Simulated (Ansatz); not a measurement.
## A computed optical spectrum

Method: Ansatz, r2SCAN, independent particles, without spin-orbit coupling, line width 0.15 eV (Gaussian); metals get a typed carrier damping. The response is along the first axis of the cell.

```
E (eV)   Im ε
  0.50  34.20
  1.00  26.24
  1.50  24.77
  2.00  16.43
  2.50  11.61
  3.00   7.18
  3.50   5.80
  4.00   4.83
  4.50   7.76
  5.00  16.06
  5.50   8.46
  6.00  22.91
  6.50  14.89
  7.00  10.57
  7.50   7.89
  8.00   6.36
  8.50   5.14
  9.00   3.85
  9.50   3.07
 10.00   2.59
```

Question: To which candidate does it belong?
A. ZnInGaO4 (R3m)
B. GaCo (Pm-3m)
C. CoSi2 (Fm-3m)

Answer: B. GaCo (Pm-3m): a metal, with a Drude term, main peak of the conductivity above 1 eV at 6.07 eV. The others: CoSi2 (Fm-3m), a metal, with a Drude term, main peak of the conductivity above 1 eV at 5.81 eV; ZnInGaO4 (R3m), least direct gap 1.53 eV, ε∞ = 4.22 along the first axis, strongest peak along the first axis at 9.30 eV.

[Logs are printed without paths, hosts, clocks, repeated set-up lines and the standing remarks that a program may print on its own settings, such as how far it seeks lower states.]
